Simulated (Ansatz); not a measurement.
# Time against size: rutile SnO2, size series (96 atoms) repeated, support functions

The cell holds 96 atoms: 32 Sn and 64 O. Its edges and angles: a = 9.474 Å, b = 9.474 Å, c = 12.744 Å, α = 90.0°, β = 90.0°, γ = 90.0°. It derives from SnO2 (rutile), repeated 2×2×4. Rutile SnO2 (cell 4.737, 4.737, 3.186, 90, 90, 90), 2 x 2 x 4 conventional cells; ideal positions.

Calculated with Ansatz 0.2.0: Kohn-Sham DFT, revPBE, PAW (set soft_2), localised support functions (medium); the typed cell is repeated and solved at Γ on 1 × NVIDIA GB200 with 32 threads of Arm Neoverse V2, shared host.

| atoms | wall time (s) | repeats | SCF cycles |
| --- | --- | --- | --- |
| 96 | 3.19 | 1×1×1 | 11 |
| 384 | 8.1 | 2×2×1 | 11 |
| 768 | ? | ? | ? |
| 1728 | 43.62 | 3×3×2 | 12 |

**Question.** Fit a power law of the atom count to the rows given and interpolate to the withheld row.

**Working.**

A power law y = A x^b is a line in u = ln x and v = ln y.

```
u = ln x  v = ln y
 4.56435   1.16002
 5.95064   2.09186
 7.45472   3.77552
```

With n = 3: mean u = 5.98990, mean v = 2.34247, Σ(u − ū)² = 4.1794, Σ(u − ū)(v − v̄) = 3.7946. Slope b = 3.7946 / 4.1794 = 0.90793; intercept a = v̄ − b ū = -3.0959.

At the withheld row u = 6.644, v = a + b u = 2.936, and y = exp(v).

Prediction at 768: 18.84 s. The run gave 16.57 s, so the fit is high by 2.3 s (14 % of the value).

The fitted exponent is 0.91. Between neighbouring rows, the withheld one included, the exponents are 0.67, 1.0 and 1.2, so one power law doesn't hold over the range. Among the rows given, the largest relative miss of the fit is at 384, by 1.9 s (24 %).

Limits: One run a row; fixed overheads weigh on the small cells.

[Logs are printed without paths, hosts, clocks, repeated set-up lines and the standing remarks that a program may print on its own settings, such as how far it seeks lower states.]

[Hosts, paths, dates, database ids (printed as entryN), source tags and the programs' standing remarks are cut or masked in the printed files.]
